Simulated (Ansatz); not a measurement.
**Cl on Cu(110): change of the work function**

Wanted: Δφ(θ) for Cl/Cu(110), starting from the hollow site.

Main program and level: Ansatz 0.2.0; plane-wave DFT, PBE, Ansatz PAW.

**1. The structure**

The cell holds 4 atoms: 4 Cu. Its edges and angles: a = 3.610 Å, b = 2.553 Å, c = 21.829 Å, α = 90.0°, β = 90.0°, γ = 90.0°. Vacuum lies along c.

**2. The clean slab**

The bare slab comes first, as the zero from which every change is counted. The two lowest layers are held at bulk places and the upper ones relax. The dipole correction removes the false field that a one-sided slab makes across the periodic vacuum, so each face gets a flat vacuum level of its own.

Input file input.yaml:

```yaml
crystal:
  lattice:
    - [3.61, 0.0, 0.0]
    - [0.0, 2.5526554801, 0.0]
    - [0.0, 0.0, 21.8289832201]
  atoms:
    - { symbol: Cu, position: [0.5, 0.5, 0.412295887] }
    - { symbol: Cu, position: [0.0, 0.0, 0.4707652957] }
    - { symbol: Cu, position: [0.5, 0.5, 0.5292347043] }
    - { symbol: Cu, position: [0.0, 0.0, 0.587704113] }
kpoints:
  mp_grid: { grid: [12, 12, 1] }
hamiltonian:
  xc: pbe
scf:
  occupations: { method: fermi_dirac, width: 0.1 }
  convergence: { dr2_threshold: 1.0e-08 }
efield:
  axis: 3
  dipole_correction: true
  ramp_position: 0.97
  ramp_width: 0.06
relax:
  f_tol: 0.02
  max_steps: 60
  constraints: [{ sites: [0, 1] }]
output:
  write_potential: true
  write_density: true
  volumetric_format: npy
```

The run is started by

```
> ansatz run input.yaml --threads 4 --pin off --max-ram 16384MiB --backend cpu --events-out ev --progress --plain --runs-dir out
```

Numbers of over 12 decimals in the logs are rounded to 6 here.

Output:

```text
Engine: ansatz 0.2.0, aarch64-unknown-linux-gnu
Pseudopotentials: kind: paw
Pseudopotential: Cu, paw, valence charge 19, recommended cutoff 420 eV (normal), Cu.paw.azcp
Functional definition: PBE
  parameter kappa = 0.804
  parameter beta = 0.066725
  exchange = pbe_x(kappa = kappa, mu = beta*pi^2/3)
  correlation = pbe_c(beta = beta)
Crystal: 4 atoms, lattice volume = 201.156 Å³
Basis set: ecut = 420 eV, 3941 PW (Γ), exchange–correlation on 50×36×300 points (8 copies of the dense FFT grid, shifted against one another)
Bands: 46, of which v1, the nominal top of the filled ones, is band 38 counted from 1 (37 counted from 0)
Symmetry: 4 space group operations
k-points: 49 of 144
Non-local potential: Cu, projectors of the file, l = 0: 3, l = 1: 2, l = 2: 3, l = 3: 1
PAW form: soft (Blöchl's): semilocal exchange-correlation on the pseudo side does not see the compensation charge
PAW one-centre angular grid: Cu, 590 points (default); XC on 64 Gauss nodes
Initial density: superposition of atomic densities (neutral atoms: chi_scale 0, normalization atom), corrected by the library's trained network
Initial wavefunctions: pseudopotential atomic-orbital guess
Functional: x = pbe(κ = 0.804, μ = 0.219515), c = pbe(β = 0.066725)
SCF iter   1: F=—  HF=-26498.839620 eV  |F-HF|=—  |Δ(HF+E_count)|=         —  Δρ=1.83e-3  dr2=3.89e-2  ethr=1.77e-3  p=0.000 e·Å  D=1.06e-13 V/Å  ΔV_dip=-0.00 eV  dr2_dipole=1.81e-9  V_vac-E_F(+/−)=4.30/4.30 eV  ⟨swp⟩=8.6  Hψ=10023  notcnv=0  defer=21
efield: sawtooth ramp at fractional position 0.9700 (set: `efield.ramp_position`, or a place that a band, a saddle search or an elastic batch's reference lends), width 0.0600; the density the first Hamiltonian is built on has a dipole p = 0.000 e·Å; the dipole correction subtracts the counter field D = 1.06e-13 V/Å, which shifts the + side's vacuum level by -0.00 eV against the − side's; the planar-averaged density in the ramp window peaks in size at 2.8e-6 e/Å³
preconditioner: auto → LDOS  [metal: Δε(μ)=0.026 eV  Ē_g=7.341 eV  σ=0.100 eV  W_gap=0.07  n_scr=38 (ndim 8)  ℏωp=17.4 eV  f_vac=0.693  D(μ)=1.55/eV (n_scr^D=8)  β→1.0]
SCF iter   2: F=—  HF=-26498.849870 eV  |F-HF|=—  |Δ(HF+E_count)|=   1.03e-2  Δρ=4.30e-3  dr2=2.76e-2  ethr=5.11e-5  p=0.000 e·Å  D=3.40e-5 V/Å  ΔV_dip=-0.00 eV  dr2_dipole=5.64e-8  V_vac-E_F(+/−)=4.39/4.39 eV  ⟨swp⟩=2.1  Hψ=4075  notcnv=0  defer=70
SCF iter   3: F=—  HF=-26498.844260 eV  |F-HF|=—  |Δ(HF+E_count)|=   5.61e-3  Δρ=8.28e-4  dr2=2.23e-3  ethr=3.63e-5  p=0.000 e·Å  D=1.32e-5 V/Å  ΔV_dip=-0.00 eV  dr2_dipole=4.16e-9  V_vac-E_F(+/−)=4.39/4.39 eV  ⟨swp⟩=2.1  Hψ=2910  notcnv=0  defer=70
SCF iter   4: F=—  HF=-26498.844465 eV  |F-HF|=—  |Δ(HF+E_count)|=   2.05e-4  Δρ=7.03e-4  dr2=8.80e-4  ethr=2.94e-6  p=0.000 e·Å  D=1.59e-5 V/Å  ΔV_dip=-0.00 eV  dr2_dipole=8.09e-10  V_vac-E_F(+/−)=4.38/4.38 eV  ⟨swp⟩=2.0  Hψ=3327  notcnv=0  defer=70
SCF iter   5: F=—  HF=-26498.844446 eV  |F-HF|=—  |Δ(HF+E_count)|=   1.91e-5  Δρ=3.29e-4  dr2=1.36e-4  ethr=1.16e-6  p=0.000 e·Å  D=8.78e-6 V/Å  ΔV_dip=-0.00 eV  dr2_dipole=4.02e-9  V_vac-E_F(+/−)=4.40/4.40 eV  ⟨swp⟩=2.0  Hψ=3374  notcnv=0  defer=70
SCF iter   6: F=—  HF=-26498.844437 eV  |F-HF|=—  |Δ(HF+E_count)|=   9.29e-6  Δρ=1.60e-4  dr2=3.83e-5  ethr=1.79e-7  p=0.000 e·Å  D=8.06e-6 V/Å  ΔV_dip=-0.00 eV  dr2_dipole=3.90e-10  V_vac-E_F(+/−)=4.40/4.40 eV  ⟨swp⟩=2.0  Hψ=3190  notcnv=0  defer=70
SCF iter   7: F=—  HF=-26498.844451 eV  |F-HF|=—  |Δ(HF+E_count)|=   1.37e-5  Δρ=3.90e-5  dr2=3.52e-6  ethr=5.04e-8  p=0.000 e·Å  D=5.05e-6 V/Å  ΔV_dip=-0.00 eV  dr2_dipole=8.10e-10  V_vac-E_F(+/−)=4.40/4.40 eV  ⟨swp⟩=2.0  Hψ=3148  notcnv=0  defer=70
SCF iter   8: F=—  HF=-26498.844410 eV  |F-HF|=—  |Δ(HF+E_count)|=   4.11e-5  Δρ=2.98e-5  dr2=1.11e-6  ethr=4.63e-9  p=0.000 e·Å  D=4.46e-6 V/Å  ΔV_dip=-0.00 eV  dr2_dipole=1.52e-9  V_vac-E_F(+/−)=4.41/4.41 eV  ⟨swp⟩=2.1  Hψ=3322  notcnv=0  defer=70
SCF iter   9: F=—  HF=-26498.844409 eV  |F-HF|=—  |Δ(HF+E_count)|=   5.06e-7  Δρ=6.35e-6  dr2=4.66e-8  ethr=1.46e-9  p=0.000 e·Å  D=3.61e-8 V/Å  ΔV_dip=-0.00 eV  dr2_dipole=3.83e-10  V_vac-E_F(+/−)=4.41/4.41 eV  ⟨swp⟩=2.0  Hψ=3183  notcnv=0  defer=70
SCF iter  10: F=—  HF=-26498.844410 eV  |F-HF|=—  |Δ(HF+E_count)|=   6.09e-7  Δρ=7.32e-6  dr2=7.28e-8  ethr=1.32e-11  p=0.000 e·Å  D=1.52e-6 V/Å  ΔV_dip=-0.00 eV  dr2_dipole=1.45e-10  V_vac-E_F(+/−)=4.41/4.41 eV  ⟨swp⟩=9.8  Hψ=15612  notcnv=0
SCF iter  11: F=—  HF=-26498.844410 eV  |F-HF|=—  |Δ(HF+E_count)|=   3.21e-8  Δρ=4.38e-6  dr2=2.56e-8  ethr=6.13e-11  p=-0.000 e·Å  D=-3.92e-7 V/Å  ΔV_dip=0.00 eV  dr2_dipole=9.38e-11  V_vac-E_F(+/−)=4.41/4.41 eV  ⟨swp⟩=2.0  Hψ=3419  notcnv=0  defer=61
SCF iter  12: F=-26498.844410 eV  HF=-26498.844410 eV  |F-HF|=4.57e-9  |Δ(HF+E_count)|=   3.61e-8  Δρ=7.69e-7  dr2=8.91e-10  ethr=1.32e-11  p=0.000 e·Å  D=9.59e-8 V/Å  ΔV_dip=-0.00 eV  dr2_dipole=1.50e-12  V_vac-E_F(+/−)=4.41/4.41 eV  ⟨swp⟩=8.8  Hψ=13776  notcnv=0
SCF 1 converged in 12 iterations: F = -26498.844410 eV  dr2 = 8.91e-10
  greatest PAW one-centre occupation: 1.000 electrons in one spin orbital (limit 2), on the Cu atom at site 0 (counted from 0), in its partial waves of l = 0
relax step   1: F+E_penalty+E_count = -26498.84440968 eV  Δ(F+E_penalty+E_count) = +0.000e0 eV  max|allowed force component| = 4.337e-1 eV/Å  Δτ_max = 0.0000 Å  (12 SCF iters, accepted)
Initial density: handed on by an earlier stage of this run
Initial wavefunctions: those handed on with the density
iter 1 solved again at ethr=2.74e-6 eV; its pass at ethr=3.10e-3 eV (dr2=2.08e-3 eV) is discarded
SCF iter   1: F=—  HF=-26498.856507 eV  |F-HF|=—  |Δ(HF+E_count)|=         —  Δρ=1.47e-3  dr2=2.03e-3  ethr=2.74e-6  p=0.000 e·Å  D=2.87e-7 V/Å  ΔV_dip=-0.00 eV  dr2_dipole=7.89e-6  V_vac-E_F(+/−)=4.41/4.41 eV  ⟨swp⟩=2.4  Hψ=7328  notcnv=0  defer=69
efield: sawtooth ramp at fractional position 0.9700 (set: `efield.ramp_position`, or a place that a band, a saddle search or an elastic batch's reference lends), width 0.0600; the density the first Hamiltonian is built on has a dipole p = 0.000 e·Å; the dipole correction subtracts the counter field D = 2.87e-7 V/Å, which shifts the + side's vacuum level by -0.00 eV against the − side's; the planar-averaged density in the ramp window peaks in size at 3.4e-6 e/Å³
preconditioner: auto → LDOS  [metal: Δε(μ)=0.060 eV  Ē_g=7.457 eV  σ=0.100 eV  W_gap=0.15  n_scr=38 (ndim 8)  ℏωp=17.4 eV  f_vac=0.692  D(μ)=1.63/eV (n_scr^D=8)  β→1.0]
[...]
SCF iter   6: F=—  HF=-26498.855709 eV  |F-HF|=—  |Δ(HF+E_count)|=   6.74e-7  Δρ=1.18e-5  dr2=4.45e-7  ethr=1.14e-8  p=-0.000 e·Å  D=-4.32e-5 V/Å  ΔV_dip=0.00 eV  dr2_dipole=9.52e-8  V_vac-E_F(+/−)=4.42/4.41 eV  ⟨swp⟩=2.0  Hψ=3175  notcnv=0  defer=69
SCF iter   7: F=—  HF=-26498.855710 eV  |F-HF|=—  |Δ(HF+E_count)|=   8.10e-7  Δρ=1.42e-5  dr2=2.37e-7  ethr=5.86e-10  p=-0.000 e·Å  D=-2.57e-5 V/Å  ΔV_dip=0.00 eV  dr2_dipole=4.48e-10  V_vac-E_F(+/−)=4.41/4.41 eV  ⟨swp⟩=3.6  Hψ=4531  notcnv=0  defer=69
SCF iter   8: F=—  HF=-26498.855710 eV  |F-HF|=—  |Δ(HF+E_count)|=   6.54e-8  Δρ=3.90e-6  dr2=2.56e-8  ethr=3.11e-10  p=-0.000 e·Å  D=-1.95e-5 V/Å  ΔV_dip=0.00 eV  dr2_dipole=2.48e-11  V_vac-E_F(+/−)=4.41/4.41 eV  ⟨swp⟩=2.0  Hψ=3159  notcnv=0  defer=69
SCF iter   9: F=-26498.855710 eV  HF=-26498.855710 eV  |F-HF|=7.00e-9  |Δ(HF+E_count)|=   5.23e-8  Δρ=1.91e-6  dr2=7.75e-9  ethr=1.32e-11  p=-0.000 e·Å  D=-1.52e-5 V/Å  ΔV_dip=0.00 eV  dr2_dipole=1.50e-10  V_vac-E_F(+/−)=4.41/4.41 eV  ⟨swp⟩=9.0  Hψ=14755  notcnv=0
SCF 2 converged in 9 iterations: F = -26498.855710 eV  dr2 = 7.75e-9
relax step   2: F+E_penalty+E_count = -26498.85571010 eV  Δ(F+E_penalty+E_count) = -1.130e-2 eV  max|allowed force component| = 3.031e-1 eV/Å  Δτ_max = 0.0205 Å  (9 SCF iters, accepted)
SCF iter   1: F=—  HF=-26498.870325 eV  |F-HF|=—  |Δ(HF+E_count)|=         —  Δρ=3.28e-3  dr2=1.04e-2  ethr=1.38e-4  p=-0.000 e·Å  D=-1.53e-5 V/Å  ΔV_dip=0.00 eV  dr2_dipole=6.45e-5  V_vac-E_F(+/−)=4.42/4.42 eV  ⟨swp⟩=4.6  Hψ=5913  notcnv=0  defer=69
efield: sawtooth ramp at fractional position 0.9700 (set: `efield.ramp_position`, or a place that a band, a saddle search or an elastic batch's reference lends), width 0.0600; the density the first Hamiltonian is built on has a dipole p = -0.000 e·Å; the dipole correction subtracts the counter field D = -1.53e-5 V/Å, which shifts the + side's vacuum level by +0.00 eV against the − side's; the planar-averaged density in the ramp window peaks in size at 5.0e-6 e/Å³
preconditioner: auto → LDOS  [metal: Δε(μ)=0.062 eV  Ē_g=7.466 eV  σ=0.100 eV  W_gap=0.15  n_scr=38 (ndim 8)  ℏωp=17.4 eV  f_vac=0.693  D(μ)=1.60/eV (n_scr^D=8)  β→1.0]
SCF iter   2: F=—  HF=-26498.867857 eV  |F-HF|=—  |Δ(HF+E_count)|=   2.47e-3  Δρ=2.53e-3  dr2=9.92e-3  ethr=1.36e-5  p=-0.001 e·Å  D=-6.25e-4 V/Å  ΔV_dip=0.01 eV  dr2_dipole=2.97e-4  V_vac-E_F(+/−)=4.46/4.44 eV  ⟨swp⟩=2.0  Hψ=4766  notcnv=0  defer=67
SCF iter   3: F=—  HF=-26498.868105 eV  |F-HF|=—  |Δ(HF+E_count)|=   2.49e-4  Δρ=2.95e-3  dr2=1.06e-2  ethr=1.31e-5  p=0.001 e·Å  D=4.83e-4 V/Å  ΔV_dip=-0.01 eV  dr2_dipole=3.94e-5  V_vac-E_F(+/−)=4.42/4.43 eV  ⟨swp⟩=2.0  Hψ=4201  notcnv=0  defer=67
SCF iter   4: F=—  HF=-26498.866901 eV  |F-HF|=—  |Δ(HF+E_count)|=   1.20e-3  Δρ=1.88e-3  dr2=4.37e-3  ethr=1.31e-5  p=0.000 e·Å  D=2.41e-4 V/Å  ΔV_dip=-0.01 eV  dr2_dipole=1.68e-5  V_vac-E_F(+/−)=4.42/4.43 eV  ⟨swp⟩=1.0  Hψ=2189  notcnv=0  defer=67
SCF iter   5: F=—  HF=-26498.866139 eV  |F-HF|=—  |Δ(HF+E_count)|=   7.61e-4  Δρ=4.79e-4  dr2=2.67e-4  ethr=5.75e-6  p=-0.000 e·Å  D=-1.94e-4 V/Å  ΔV_dip=0.00 eV  dr2_dipole=4.24e-7  V_vac-E_F(+/−)=4.43/4.43 eV  ⟨swp⟩=2.0  Hψ=3232  notcnv=0  defer=67
SCF iter   6: F=—  HF=-26498.866075 eV  |F-HF|=—  |Δ(HF+E_count)|=   6.42e-5  Δρ=6.53e-5  dr2=7.23e-6  ethr=3.51e-7  p=-0.000 e·Å  D=-2.68e-4 V/Å  ΔV_dip=0.01 eV  dr2_dipole=2.93e-7  V_vac-E_F(+/−)=4.43/4.43 eV  ⟨swp⟩=2.0  Hψ=3246  notcnv=0  defer=67
SCF iter   7: F=—  HF=-26498.866019 eV  |F-HF|=—  |Δ(HF+E_count)|=   5.56e-5  Δρ=3.49e-5  dr2=2.80e-6  ethr=9.52e-9  p=-0.000 e·Å  D=-3.00e-4 V/Å  ΔV_dip=0.01 eV  dr2_dipole=3.05e-7  V_vac-E_F(+/−)=4.43/4.43 eV  ⟨swp⟩=2.0  Hψ=3994  notcnv=0  defer=67
SCF iter   8: F=—  HF=-26498.866020 eV  |F-HF|=—  |Δ(HF+E_count)|=   3.36e-7  Δρ=3.28e-5  dr2=1.56e-6  ethr=3.69e-9  p=-0.000 e·Å  D=-3.00e-4 V/Å  ΔV_dip=0.01 eV  dr2_dipole=7.27e-8  V_vac-E_F(+/−)=4.43/4.43 eV  ⟨swp⟩=2.0  Hψ=3106  notcnv=0  defer=67
SCF iter   9: F=—  HF=-26498.866020 eV  |F-HF|=—  |Δ(HF+E_count)|=   3.69e-8  Δρ=5.54e-6  dr2=1.37e-7  ethr=2.06e-9  p=-0.000 e·Å  D=-3.03e-4 V/Å  ΔV_dip=0.01 eV  dr2_dipole=2.28e-8  V_vac-E_F(+/−)=4.43/4.43 eV  ⟨swp⟩=2.0  Hψ=3035  notcnv=0  defer=67
SCF iter  10: F=-26498.866020 eV  HF=-26498.866020 eV  |F-HF|=6.27e-8  |Δ(HF+E_count)|=   1.36e-7  Δρ=1.68e-6  dr2=5.92e-9  ethr=1.32e-11  p=-0.000 e·Å  D=-3.04e-4 V/Å  ΔV_dip=0.01 eV  dr2_dipole=2.60e-10  V_vac-E_F(+/−)=4.43/4.43 eV  ⟨swp⟩=7.9  Hψ=15803  notcnv=0
SCF 3 converged in 10 iterations: F = -26498.866020 eV  dr2 = 5.92e-9
relax step   3: F+E_penalty+E_count = -26498.86601991 eV  Δ(F+E_penalty+E_count) = -1.031e-2 eV  max|allowed force component| = 6.178e-3 eV/Å  Δτ_max = 0.0556 Å  (10 SCF iters, accepted)
NSCF: frozen V_eff on 49 k-points
the search or the solves at the SCF's close seem to have found levels that the self-consistency loop had missed (the run counts 1). By its estimate they hold under 1e-12 electrons; where the run keeps them, the occupations were computed again with them
WARN: The input density's exchange-correlation potential varies sharply where the density is thin. Do not read a vacuum level from v_tot or v_xc, or from such a field of the output density. On a cell that repeats whose density bears no net charge and no dipole along the vacuum's axis use v_es (v_loc + v_h of the components); under efield.dipole_correction with no amplitude use v_es + v_field, which holds any external [...]
SCF converged after 10 iterations
Free energy (F): -26498.866020 eV
Harris-Foulkes:  -26498.866020 eV  (|F-HF|=6.27e-8)
Internal energy: -26498.813342 eV  (E = F + TS)
E sigma→0 (E₀):  -26498.839681 eV
Entropy (-TS):   -0.052678 eV (-13.170 meV/atom)
Fermi energy:    0.599702 eV
Dipole field:    D = -0.000325 V/Å  (p = -0.000362 e·Å, saw-weighted, corrected)
Work function:   Φ+ = 4.4340 eV   Φ− = 4.4269 eV
Levels:          The Fermi level and band energies are counted from a zero that moves with the ramp; work functions are not
--- Per-component energies (eV) ---
  E_band       = -2645.086871
  E_kinetic    = 1197.356169
  E_local      = -139158.538289  (includes V_loc(G=0)·N_el)
  E_nonlocal   = 1570.109886
  E_hartree    = 68014.072616
  E_xc         = -353.452587
  E_vxc        = -455.672866  (∫ρ·V_xc dr)
  E_paw        = -6661.783575  (= ΣΔE_a)
  E_vpaw       = -1826.478682  (= ΣTr[D̂ρ^β])
  E_aug_tail   = 0.001113  (compensation charges beyond the density's cutoff)
  E_efield     = 0.000000  (sawtooth field / dipole correction)
  E_vefield    = 0.000260  (∫n·V_field dr)
  E_ewald      = 48893.421326
  E_smearing   = -0.052678  (= −TS)
  E_closure    = 0.000000  (closes the sum)
  Σ components = -26498.866020   (vs F -26498.866020, Δ=0.00e0)
--- Forces (eV/Å), atoms counted from 1 ---
  atom   1  Cu     0.00000000     0.00000000     0.39489467
  atom   2  Cu     0.00000000     0.00000000    -0.39547061
  atom   3  Cu     0.00000000     0.00000000     0.00617840
  atom   4  Cu     0.00000000     0.00000000    -0.00556464
  max |Σ_I F_I| component: 3.78e-5 eV/Å
--- Band table (eV; the first three rows and the last of 49) ---
  k-point 0: bands = [... 34 lower, -1.1118, -0.9747, -0.9585, -0.7847, -0.0266, 2.7061, 3.7012, 4.5938, ... 4 higher]
  k-point 1: bands = [... 34 lower, -1.0342, -1.0075, -0.8924, -0.8681, 0.1231, 2.8767, 4.0118, 4.7516, ... 4 higher]
  k-point 2: bands = [... 34 lower, -1.0976, -1.0026, -0.9500, -0.8175, 0.5503, 3.3665, 4.8493, 5.2218, ... 4 higher]
  k-point 48: bands = [... 34 lower, -0.8274, -0.7855, 1.2466, 1.2826, 4.3491, 4.4451, 4.8089, 4.8495, ... 4 higher]
--- Relaxed structure (3 steps of the walk, 3 accepted, 0 SCFs on fresh bases) ---
  F+E_penalty+E_count = -26498.86601991 eV   max|allowed force component| = 6.178e-3 eV/Å
  atoms:
    - { symbol: Cu, position: [0.5, 0.5, 0.412296] }
    - { symbol: Cu, position: [0.0, 0.0, 0.4707652957] }
    - { symbol: Cu, position: [0.5, 0.5, 0.532718] }
    - { symbol: Cu, position: [0.0, 0.0, 0.586149] }
```

Elapsed: 37 s, on 4 threads of Arm Neoverse V1, shared host; peak memory 0.68 GiB.

Step by step:

| step | energy less that of the first step (eV) | largest force component (eV/Å) |
| --- | --- | --- |
| 1 | 0.0000 | 0.4337 |
| 2 | -0.0113 | 0.3031 |
| 3 | -0.0216 | 0.0062 |

Forces are held to the 4 operations that the run works with; a distortion that breaks them can't arise in this run.

The atoms that moved most (Å):

| atom | dx | dy | dz | length |
| --- | --- | --- | --- | --- |
| Cu3 | 0.000 | 0.000 | 0.076 | 0.076 |
| Cu4 | 0.000 | 0.000 | -0.034 | 0.034 |

This step gave:

```
energy at zero smearing   : -26498.8397 eV
work function, upper face : 4.434 eV
dipole along the normal   : -3.62e-4 e·Å
```

Running mean over 1.276 Å of the planar mean; the ramp of the sawtooth is left out. The electron's electrostatic potential energy less the Fermi level by z:

z (Å), electron's electrostatic potential energy less the Fermi level (eV) and a bar from the least value:
```
     2.91       4.43 ##############################
     3.35       4.43 ##############################
     3.78       4.43 ##############################
     4.22       4.43 ##############################
     4.66       4.43 ##############################
     5.09       4.42 ##############################
     5.53       4.42 ##############################
     5.97       4.41 ##############################
     6.40       4.37 ##############################
     6.84       4.26 ##############################
     7.28       3.93 #############################
     7.71       2.84 ###########################
     8.15      -0.36 ####################
     8.59      -4.66 ###########
     9.02      -7.63 ####
     9.46      -8.48 ##
     9.90      -8.65 ##
    10.33      -8.48 ##
    10.77      -8.18 ###
    11.06      -8.21 ###
    11.50      -8.77 ##
    11.93      -9.61 
    12.37      -9.54 
    12.81      -8.07 ###
    13.24      -4.48 ###########
    13.68      -0.07 ####################
    14.12       2.99 ###########################
    14.55       3.97 #############################
    14.99       4.27 ##############################
    15.43       4.38 ##############################
    15.86       4.41 ##############################
    16.30       4.43 ##############################
    16.74       4.43 ##############################
    17.17       4.43 ##############################
    17.61       4.43 ##############################
    18.05       4.43 ##############################
    18.48       4.43 ##############################
    18.92       4.43 ##############################
```

The relaxation took 3 steps and lowered the energy by 0.022 eV; the largest force on the free atoms ends at 0.0062 eV/Å.

The work function of the upper face is 4.43 eV.

(Part 1 of 4 ends here.)

[Logs are printed without paths, hosts, clocks, repeated set-up lines and the standing remarks that a program may print on its own settings, such as how far it seeks lower states.]

[Hosts, paths, dates, database ids (printed as entryN), source tags and the programs' standing remarks are cut or masked in the printed files.]

[Maps of the electrostatic potential energy from Ansatz leave out the sawtooth potential of an applied field or a dipole correction, so their vacuum need not be flat; planar profiles and work functions include it.]
